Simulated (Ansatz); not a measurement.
Rows from a G0W0 calculation on Selenium (P3_121, 3 atoms a cell) (Ansatz 0.2.0; G0W0 on PBE with a share 0.4 of screened exact exchange (omega 0.2078 1/A), plane waves, PAW; PAW set soft_1; 6×6×4 mesh, 341 empty bands, screening to 150 eV, PAW set soft_1 files), in eV. Spin-orbit coupling is left out.

| row | k | band | start | Σx | Σc at the solution | Vxc |
| --- | --- | --- | --- | --- | --- | --- |
| A | (0.333, 0.333, -0.500) | c2 | 9.915 | -10.144 | -3.956 | -14.040 |
| B | (0.333, 0.333, -0.500) | c1 | 8.065 | -10.705 | -3.589 | -14.282 |
| C | (0.333, 0.333, -0.500) | v1 | 5.443 | -17.678 | 1.187 | -16.378 |
| D | (0.000, -0.500, -0.500) | v1 | 5.763 | -17.596 | 1.017 | -16.445 |
| E | (0.000, -0.500, -0.500) | c2 | 9.758 | -9.843 | -3.791 | -13.547 |
| F | (0.000, -0.500, -0.500) | c1 | 8.692 | -11.080 | -3.714 | -14.777 |

**Question.** Work out each quasiparticle level and how far it moved.

The quasiparticle equation reads E = start + Σx + Σc(E) − Vxc.

| row | E (eV) | shift (eV) |
| --- | --- | --- |
| A | 9.856 | −0.060 |
| B | 8.053 | −0.012 |
| C | 5.330 | −0.113 |
| D | 5.628 | −0.135 |
| E | 9.672 | −0.087 |
| F | 8.675 | −0.018 |

The gap over the computed points goes from 2.30 eV to 2.42 eV.

Limits: not at the basis limit; no spin-orbit coupling.

[Runs of the session that timed out or met a known fault of the program may be left out.]

[Cells called generated may have been cut or substituted from an entry of the Crystallography Open Database or the Materials Project.]

[Hosts, paths, dates, database ids (printed as entryN), source tags and the programs' standing remarks are cut or masked in the printed files.]
